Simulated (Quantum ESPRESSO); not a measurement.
# Projected density of states of magnetic MnS

Aim: the densities of states of MnS in the lowest state of several starts.

Main program and level: Quantum ESPRESSO 7.5; PBE with U = 3.2 eV on Mn d (ortho-atomic projectors); plane waves with GBRV 1.5 PBE potentials, no spin-orbit coupling.

The database entry behind the starting cell differs from later determinations by our own check (an axis about 0.2 % short against later determinations), so it need not match the best structure at ambient conditions.

## Step 1: The structure

It takes space group Fm-3m (No. 225, cubic). Conventional cell: a = 5.209 Å, b = 5.209 Å, c = 5.209 Å, α = 90.00°, β = 90.00°, γ = 90.00°. Mn has 6 S at 2.60 Å nearest. Nearest to S lie 6 Mn at 2.60 Å. Farther neighbours and most contacts between anions are not listed.

The cell comes from the Crystallography Open Database.

## Step 2: Ground-state run

This state came out lowest in a comparison of starts that is told elsewhere.

Input file pw.in:

```
&CONTROL
  calculation = 'scf'
  prefix = 'pwscf'
  outdir = './tmp'
  pseudo_dir = './pseudo'
  disk_io = 'low'
/
&SYSTEM
  ibrav = 0
  celldm(1) = 8
  nat = 4
  ntyp = 3
  ecutwfc = 40
  ecutrho = 280
  nbnd = 34
  occupations = 'smearing'
  smearing = 'fd'
  degauss = 0.00734986
  nspin = 2
  starting_magnetization(1) = 0.3
  starting_magnetization(2) = -0.3
  starting_magnetization(3) = 0
/
&ELECTRONS
  conv_thr = 8d-09
  electron_maxstep = 150
  mixing_beta = 0.3
/
ATOMIC_SPECIES
Mn1    54.9380 mn_pbe_v1.5.uspp.F.UPF
Mn2    54.9380 mn_pbe_v1.5.uspp.F.UPF
S      32.0600 s_pbe_v1.4.uspp.F.UPF
CELL_PARAMETERS alat
   0.0000000000000    0.6152239614485    0.6152239614485
   0.6152239614485    0.0000000000000    0.6152239614485
   1.2304479228970    1.2304479228970    0.0000000000000
ATOMIC_POSITIONS crystal
Mn1     0.0000000000    0.0000000000    0.0000000000
Mn2     0.0000000000    0.0000000000    0.5000000000
S       0.5000000000    0.5000000000    0.2500000000
S       0.5000000000    0.5000000000    0.7500000000
K_POINTS automatic
8 8 4 0 0 0
HUBBARD {ortho-atomic}
U Mn1-3d 3.2000
U Mn2-3d 3.2000
```

The run is started by

```bash
$ OMP_NUM_THREADS=1 mpirun -n 2 pw.x -nk 2 -in pw.in > pw.out
```

The log of the run:

```text
Program PWSCF v.7.5 starts

     Message from routine setup:
     using ibrav=0 with symmetry is DISCOURAGED, use correct ibrav instead

     K-points division:     npool     =       2
     Subspace diagonalization in iterative solution of the eigenvalue problem:

     bravais-lattice index     =            0
     lattice parameter (alat)  =       8.0000  a.u.
     unit-cell volume          =     476.9026 (a.u.)^3
     number of atoms/cell      =            4
     number of atomic types    =            3
     number of electrons       =        42.00
     number of Kohn-Sham states=           34
     kinetic-energy cutoff     =      40.0000  Ry
     charge density cutoff     =     280.0000  Ry
     scf convergence threshold =      8.0E-09
     mixing beta               =       0.3000
     number of iterations used =            8  plain     mixing
     Exchange-correlation=  SLA  PW   PBX  PBC
                           (   1   4   3   4   0   0   0)
     Hubbard projectors: ortho-atomic
     Hubbard parameters of DFT+U (Dudarev formulation) in eV:
     U(Mn1-3d) =  3.2000
     U(Mn2-3d) =  3.2000

     Internal variables: lda_plus_u =T, lda_plus_u_kind = 0

     Internal variables: orbital_resolved =F, hub_pot_fix =F, apply_U = F

     celldm(1)=   8.000000  celldm(2)=   0.000000  celldm(3)=   0.000000
     celldm(4)=   0.000000  celldm(5)=   0.000000  celldm(6)=   0.000000

     crystal axes: (cart. coord. in units of alat)
               a(1) = (   0.000000   0.615224   0.615224 )
               a(2) = (   0.615224   0.000000   0.615224 )
               a(3) = (   1.230448   1.230448   0.000000 )

     reciprocal axes: (cart. coord. in units 2 pi/alat)
               b(1) = ( -0.812712  0.812712  0.812712 )
               b(2) = (  0.812712 -0.812712  0.812712 )
               b(3) = (  0.406356  0.406356 -0.406356 )

     PseudoPot. # 1 for Mn read from file:
     mn_pbe_v1.5.uspp.F.UPF
     Pseudo is Ultrasoft + core correction, Zval = 15.0

     PseudoPot. # 2 for Mn read from file:
     mn_pbe_v1.5.uspp.F.UPF
     Pseudo is Ultrasoft + core correction, Zval = 15.0

     PseudoPot. # 3 for S  read from file:
     s_pbe_v1.4.uspp.F.UPF
     Pseudo is Ultrasoft + core correction, Zval =  6.0

     atomic species   valence    mass     pseudopotential
     Mn1              15.00    54.93800     Mn( 1.00)
     Mn2              15.00    54.93800     Mn( 1.00)
     S                 6.00    32.06000     S ( 1.00)

     Starting magnetic structure
     atomic species   magnetization
     Mn1             0.300
     Mn2            -0.300
     S               0.000

     12 Sym. Ops., with inversion, found

   Cartesian axes

     site n.     atom                  positions (alat units)
         1        Mn1    tau(   1) = (   0.0000000   0.0000000   0.0000000  )
         2        Mn2    tau(   2) = (   0.6152240   0.6152240   0.0000000  )
         3        S      tau(   3) = (   0.6152240   0.6152240   0.6152240  )
         4        S      tau(   4) = (   1.2304479   1.2304479   0.6152240  )

     number of k points=    35  Fermi-Dirac smearing, width (Ry)=  0.0073
                       cart. coord. in units 2pi/alat
        k(    1) = (   0.0000000   0.0000000   0.0000000), wk =   0.0039062
        k(    2) = (   0.1015890   0.1015890  -0.1015890), wk =   0.0078125
        k(    3) = (  -0.2031780  -0.2031780   0.2031780), wk =   0.0039062
        k(    4) = (   0.1015890  -0.1015890   0.1015890), wk =   0.0234375
        k(    5) = (   0.2031780   0.0000000   0.0000000), wk =   0.0234375
        [... 30 further k-points ...]

     Dense  grid:    37771 G-vectors     FFT dimensions: (  40,  40,  75)

     Smooth grid:    16185 G-vectors     FFT dimensions: (  30,  30,  60)

     Check: negative core charge=   -0.000037
     Generating pointlists ...
     new r_m :   0.2538 (alat units)  2.0302 (a.u.) for type    1
     new r_m :   0.2538 (alat units)  2.0302 (a.u.) for type    2
     new r_m :   0.2538 (alat units)  2.0302 (a.u.) for type    3

     Initial potential from superposition of free atoms

     starting charge      40.9998, renormalised to      42.0000

     STARTING HUBBARD OCCUPATIONS:

     =================== HUBBARD OCCUPATIONS ===================
     ------------------------ ATOM    1 ------------------------
     Tr[ns(  1)] (up, down, total) =   5.00000  0.00000  5.00000
     Atomic magnetic moment for atom   1 =   5.00000
     [... lines left out ...]
     ------------------------ ATOM    2 ------------------------
     Tr[ns(  2)] (up, down, total) =   0.00000  5.00000  5.00000
     Atomic magnetic moment for atom   2 =  -5.00000
     [... lines left out ...]
     Number of occupied Hubbard levels =   10.0000

     Atomic wfc used for Hubbard projectors are orthogonalized

     Starting wfcs are   34 randomized atomic wfcs

     Self-consistent Calculation

     iteration #  1     ecut=    40.00 Ry     beta= 0.30
     Davidson diagonalization with overlap
     ethr =  1.00E-02,  avg # of iterations =  4.5

     =================== HUBBARD OCCUPATIONS ===================
     ------------------------ ATOM    1 ------------------------
     Tr[ns(  1)] (up, down, total) =   4.83580  0.17726  5.01305
     Atomic magnetic moment for atom   1 =   4.65854
     [... lines left out ...]
     ------------------------ ATOM    2 ------------------------
     Tr[ns(  2)] (up, down, total) =   0.17724  4.83587  5.01311
     Atomic magnetic moment for atom   2 =  -4.65862
     [... lines left out ...]
     Number of occupied Hubbard levels =   10.0262

     total energy              =    -470.46851276 Ry
     estimated scf accuracy    <       1.02569509 Ry

     total magnetization       =    -0.00 Bohr mag/cell
     absolute magnetization    =     9.31 Bohr mag/cell

     iteration #  2     ecut=    40.00 Ry     beta= 0.30
     Davidson diagonalization with overlap
     ethr =  2.44E-03,  avg # of iterations =  2.0

     total energy              =    -470.66108124 Ry
     estimated scf accuracy    <       0.03806306 Ry

     total magnetization       =    -0.00 Bohr mag/cell
     absolute magnetization    =     9.39 Bohr mag/cell

     [... further iterations left out ...]

     iteration # 11     ecut=    40.00 Ry     beta= 0.30
     Davidson diagonalization with overlap
     ethr =  7.08E-10,  avg # of iterations =  2.7

     negative rho (up, down):  2.347E-04 4.800E-04

     total energy              =    -470.67904378 Ry
     estimated scf accuracy    <       0.00000003 Ry

     total magnetization       =     0.00 Bohr mag/cell
     absolute magnetization    =     9.40 Bohr mag/cell

     iteration # 12     ecut=    40.00 Ry     beta= 0.30
     Davidson diagonalization with overlap
     ethr =  6.09E-11,  avg # of iterations =  3.7

     negative rho (up, down):  2.346E-04 4.799E-04

     Magnetic moment per site  (integrated on atomic sphere of radius R)
     atom   1 (R=0.254)  charge= 13.1589  magn=  4.3889
     atom   2 (R=0.254)  charge= 13.1590  magn= -4.3889
     atom   3 (R=0.254)  charge=  4.7101  magn= -0.0000
     atom   4 (R=0.254)  charge=  4.7101  magn= -0.0000

     End of self-consistent calculation

     =================== HUBBARD OCCUPATIONS ===================
     ------------------------ ATOM    1 ------------------------
     Tr[ns(  1)] (up, down, total) =   4.96089  0.33166  5.29255
     Atomic magnetic moment for atom   1 =   4.62923
     [... lines left out ...]
     ------------------------ ATOM    2 ------------------------
     Tr[ns(  2)] (up, down, total) =   0.33166  4.96089  5.29255
     Atomic magnetic moment for atom   2 =  -4.62923
     [... lines left out ...]
     Number of occupied Hubbard levels =   10.5851

     [... lines left out ...]
     the Fermi energy is    10.5654 ev

!    total energy              =    -470.67904380 Ry
     estimated scf accuracy    <          1.5E-09 Ry
     smearing contrib. (-TS)   =      -0.00000018 Ry
     internal energy E=F+TS    =    -470.67904362 Ry

     The total energy is F=E-TS. E is the sum of the following terms:
     one-electron contribution =    -265.23038706 Ry
     hartree contribution      =     147.96992974 Ry
     xc contribution           =     -70.51092425 Ry
     ewald contribution        =    -282.98656422 Ry
     Hubbard energy            =       0.07890217 Ry

     total magnetization       =     0.00 Bohr mag/cell
     absolute magnetization    =     9.40 Bohr mag/cell

     convergence has been achieved in  12 iterations

=------------------------------------------------------------------------------=
   JOB DONE.
=------------------------------------------------------------------------------=
```

The job ended after 1.9 min (2 MPI ranks of Arm Neoverse N1, shared host; peak memory 0.37 GiB).

Spin moment in the atom's sphere by atom:

```
atom  spin moment in the atom's sphere (μB)
 Mn1                                   4.39
 Mn2                                  -4.39
  S3                                   0.00
  S4                                   0.00
```

Numbers from this step:

| Item | Value |
| --- | --- |
| smearing term TS | 2.52e-6 eV |
| magnetization | 0 μB |
| absolute magnetization | 9.396 μB |
| final state | antiferromagnetic |

## Step 3: Post-processing

Input file projwfc.in:

```
&PROJWFC
  prefix = 'pwscf'
  outdir = './tmp'
  filpdos = 'pdos'
  ngauss = 0
  degauss = 0.01
  DeltaE = 0.05
  Emin = 1.57
  Emax = 15.57
/
```

The run is started by

```bash
$ OMP_NUM_THREADS=1 mpirun -n 2 projwfc.x -nk 2 -in projwfc.in > projwfc.out
```

The log of the run:

```text
[banner, memory and clock lines left out]
Program PROJWFC v.7.5 starts

     [... lines left out ...]
     IMPORTANT: XC functional enforced from input :
     Exchange-correlation= PBE
                           (   1   4   3   4   0   0   0)
     Any further DFT definition will be discarded
     Please, verify this is what you really want

     G-vector sticks info

     Check: negative core charge=   -0.000037

     negative rho (up, down):  2.346E-04 4.799E-04

     Gaussian broadening (read from input): ngauss,degauss=   0    0.010000

     Calling projwave ....

  Problem Sizes
  natomwfc =           34
  nbnd     =           34
  nkstot   =           70
  npwx     =         2060
  nkb      =           72

     Atomic states used for projection
     (read from pseudopotential files):

     state #   1: atom   1 (Mn1), wfc  1 (l=0 m= 1)
     state #   2: atom   1 (Mn1), wfc  2 (l=1 m= 1)
     state #   3: atom   1 (Mn1), wfc  2 (l=1 m= 2)
     state #   4: atom   1 (Mn1), wfc  2 (l=1 m= 3)
     state #   5: atom   1 (Mn1), wfc  3 (l=0 m= 1)
     state #   6: atom   1 (Mn1), wfc  4 (l=2 m= 1)
     state #   7: atom   1 (Mn1), wfc  4 (l=2 m= 2)
     state #   8: atom   1 (Mn1), wfc  4 (l=2 m= 3)
     state #   9: atom   1 (Mn1), wfc  4 (l=2 m= 4)
     state #  10: atom   1 (Mn1), wfc  4 (l=2 m= 5)
     state #  11: atom   1 (Mn1), wfc  5 (l=1 m= 1)
     state #  12: atom   1 (Mn1), wfc  5 (l=1 m= 2)
     state #  13: atom   1 (Mn1), wfc  5 (l=1 m= 3)
     state #  14: atom   2 (Mn2), wfc  1 (l=0 m= 1)
     state #  15: atom   2 (Mn2), wfc  2 (l=1 m= 1)
     state #  16: atom   2 (Mn2), wfc  2 (l=1 m= 2)
     state #  17: atom   2 (Mn2), wfc  2 (l=1 m= 3)
     state #  18: atom   2 (Mn2), wfc  3 (l=0 m= 1)
     state #  19: atom   2 (Mn2), wfc  4 (l=2 m= 1)
     state #  20: atom   2 (Mn2), wfc  4 (l=2 m= 2)
     state #  21: atom   2 (Mn2), wfc  4 (l=2 m= 3)
     state #  22: atom   2 (Mn2), wfc  4 (l=2 m= 4)
     state #  23: atom   2 (Mn2), wfc  4 (l=2 m= 5)
     state #  24: atom   2 (Mn2), wfc  5 (l=1 m= 1)
     state #  25: atom   2 (Mn2), wfc  5 (l=1 m= 2)
     state #  26: atom   2 (Mn2), wfc  5 (l=1 m= 3)
     state #  27: atom   3 (S  ), wfc  1 (l=0 m= 1)
     state #  28: atom   3 (S  ), wfc  2 (l=1 m= 1)
     state #  29: atom   3 (S  ), wfc  2 (l=1 m= 2)
     state #  30: atom   3 (S  ), wfc  2 (l=1 m= 3)
     state #  31: atom   4 (S  ), wfc  1 (l=0 m= 1)
     state #  32: atom   4 (S  ), wfc  2 (l=1 m= 1)
     state #  33: atom   4 (S  ), wfc  2 (l=1 m= 2)
     state #  34: atom   4 (S  ), wfc  2 (l=1 m= 3)

 [... projections of the bands left out ...]

Lowdin Charges:

     Atom #   1: total charge =  14.9156, s =  2.4586, p =  7.1644, d =  5.2926,
                 spin up      =   9.8044, s =  1.2477,
                 spin up      =   9.8044, p =  3.5957, pz=  1.1986, px=  1.1986, py=  1.1986,
                 spin up      =   9.8044, d =  4.9609, dz2=  0.9881, dxz=  0.9949, dyz=  0.9949, dx2-y2=  0.9881, dxy=  0.9949,
                 spin down    =   5.1112, s =  1.2109,
                 spin down    =   5.1112, p =  3.5687, pz=  1.1896, px=  1.1896, py=  1.1896,
                 spin down    =   5.1112, d =  0.3317, dz2=  0.1286, dxz=  0.0248, dyz=  0.0248, dx2-y2=  0.1286, dxy=  0.0248,
                 polarization =   4.6932, s =  0.0369, p =  0.0270, d =  4.6292,
     Atom #   2: total charge =  14.9156, s =  2.4586, p =  7.1644, d =  5.2926,
                 spin up      =   5.1112, s =  1.2109,
                 spin up      =   5.1112, p =  3.5687, pz=  1.1896, px=  1.1896, py=  1.1896,
                 spin up      =   5.1112, d =  0.3317, dz2=  0.1286, dxz=  0.0248, dyz=  0.0248, dx2-y2=  0.1286, dxy=  0.0248,
                 spin down    =   9.8044, s =  1.2477,
                 spin down    =   9.8044, p =  3.5957, pz=  1.1986, px=  1.1986, py=  1.1986,
                 spin down    =   9.8044, d =  4.9609, dz2=  0.9881, dxz=  0.9949, dyz=  0.9949, dx2-y2=  0.9881, dxy=  0.9949,
                 polarization =  -4.6932, s = -0.0369, p = -0.0270, d = -4.6292,
     Atom #   3: total charge =   6.0516, s =  1.5307, p =  4.5209, d =  0.0000,
                 spin up      =   3.0258, s =  0.7653,
                 spin up      =   3.0258, p =  2.2605, pz=  0.7535, px=  0.7535, py=  0.7535,
                 spin up      =   3.0258, d =  0.0000, dz2=  0.0000, dxz=  0.0000, dyz=  0.0000, dx2-y2=  0.0000, dxy=  0.0000,
                 spin down    =   3.0258, s =  0.7653,
                 spin down    =   3.0258, p =  2.2605, pz=  0.7535, px=  0.7535, py=  0.7535,
                 spin down    =   3.0258, d =  0.0000, dz2=  0.0000, dxz=  0.0000, dyz=  0.0000, dx2-y2=  0.0000, dxy=  0.0000,
                 polarization =  -0.0000, s = -0.0000, p = -0.0000, d =  0.0000,
     Atom #   4: total charge =   6.0516, s =  1.5307, p =  4.5209, d =  0.0000,
                 spin up      =   3.0258, s =  0.7653,
                 spin up      =   3.0258, p =  2.2605, pz=  0.7535, px=  0.7535, py=  0.7535,
                 spin up      =   3.0258, d =  0.0000, dz2=  0.0000, dxz=  0.0000, dyz=  0.0000, dx2-y2=  0.0000, dxy=  0.0000,
                 spin down    =   3.0258, s =  0.7653,
                 spin down    =   3.0258, p =  2.2605, pz=  0.7535, px=  0.7535, py=  0.7535,
                 spin down    =   3.0258, d =  0.0000, dz2=  0.0000, dxz=  0.0000, dyz=  0.0000, dx2-y2=  0.0000, dxy=  0.0000,
                 polarization =  -0.0000, s = -0.0000, p = -0.0000, d =  0.0000,
     Spilling Parameter:   0.0016
```

Wall time 3.9 s (2 MPI ranks); peak memory 0.14 GiB.

The density of states has structure finer than the step of the table below, so its rows give means over 0.5 eV, whole bins alone (the curve runs from -9.00 to 5.05 eV). Peaks (eV: height): up -5.85: 4.94, -5.35: 3.49, -4.75: 3.25, 2.50: 4.8; down -5.85: 4.94, -5.35: 3.49, -4.75: 3.25, 2.50: 4.8; Mn1 d up = Mn2 d down -5.85: 3.4, -5.30: 2.78, -4.80: 1.97, -1.95: 0.494; Mn1 d down = Mn2 d up 2.55: 4.11; S3 p up = S3 p down -5.85: 0.582, -3.80: 0.591, -2.65: 0.509, -1.90: 0.805.

Gaussian broadening of 0.136 eV on the SCF mesh. Table of density of states by energy, zero at the Fermi level; means over each step; values in states/eV/cell:

```
energy (eV)       up     down  Mn1 d up = Mn2 d down  Mn1 d down = Mn2 d up  S3 p up = S3 p down
       -8.0        0        0                      0                      0                    0
       -7.5  0.00718  0.00718                0.00168                 1.0e-4              0.00192
       -7.0    0.430    0.430                  0.121                0.00475                0.106
       -6.5     1.75     1.75                  0.725                 0.0118                0.353
       -6.0     3.59     3.59                   2.22                 0.0208                0.493
       -5.5     3.29     3.29                   2.41                 0.0393                0.315
       -5.0     2.32     2.32                   1.68                 0.0343                0.209
       -4.5     1.92     1.92                   1.05                 0.0393                0.287
       -4.0     1.53     1.53                  0.421                 0.0518                0.398
       -3.5     1.64     1.64                  0.230                 0.0725                0.540
       -3.0    0.987    0.987                  0.121                 0.0578                0.338
       -2.5     1.40     1.40                  0.255                 0.0733                0.440
       -2.0     2.12     2.12                  0.421                  0.149                0.666
       -1.5    0.956    0.956                  0.168                 0.0723                0.328
       -1.0   0.0583   0.0583                0.00853                0.00132               0.0229
       -0.5   1.6e-5   1.6e-5                      0                      0               7.3e-6
        0.0        0        0                      0                      0                    0
        0.5        0        0                      0                      0                    0
        1.0   0.0701   0.0701                 4.6e-4                 0.0393               4.9e-4
        1.5     1.77     1.77                0.00616                   1.25               0.0156
        2.0     2.83     2.83                0.00738                   2.12               0.0487
        2.5     4.16     4.16                0.00902                   3.55               0.0974
        3.0     1.76     1.76                0.00568                   1.24               0.0749
        3.5    0.691    0.691                0.00159                  0.195               0.0276
        4.0     1.07     1.07                0.00360                  0.166               0.0526
        4.5     1.13     1.13                0.00437                  0.118               0.0722
```

## Step 4: What came out

| Item | Value |
| --- | --- |
| state | antiferromagnetic |
| largest moment in a sphere | 4.39 μB |

In words: Distinct peaks of the density of states (up) stand at -5.85, -5.35, -4.75, -1.90 and 2.50 eV; the one at -5.85 eV is strongest. These are Kohn–Sham states without spin–orbit coupling, on the mesh of the self-consistent run. The moments are opposed on like sites, so the totals of the two spins are equal and the projections on single atoms show the splitting. Energies are free energies at an electronic temperature of 1160 K, which lowers moments and differences where the moments are itinerant.

[Logs and program files are shortened in this print: banners, set-up blocks, solver, clock and traceback lines can be left out without a mark of their own.]

[Logs are printed without paths, hosts, clocks, repeated set-up lines and the standing remarks that a program may print on its own settings, such as how far it seeks lower states.]

[Hosts, paths, dates, database ids (printed as entryN), source tags and the programs' standing remarks are cut or masked in the printed files.]

[Where a cell is said to come from a database of computed structures, the database is the Materials Project.]
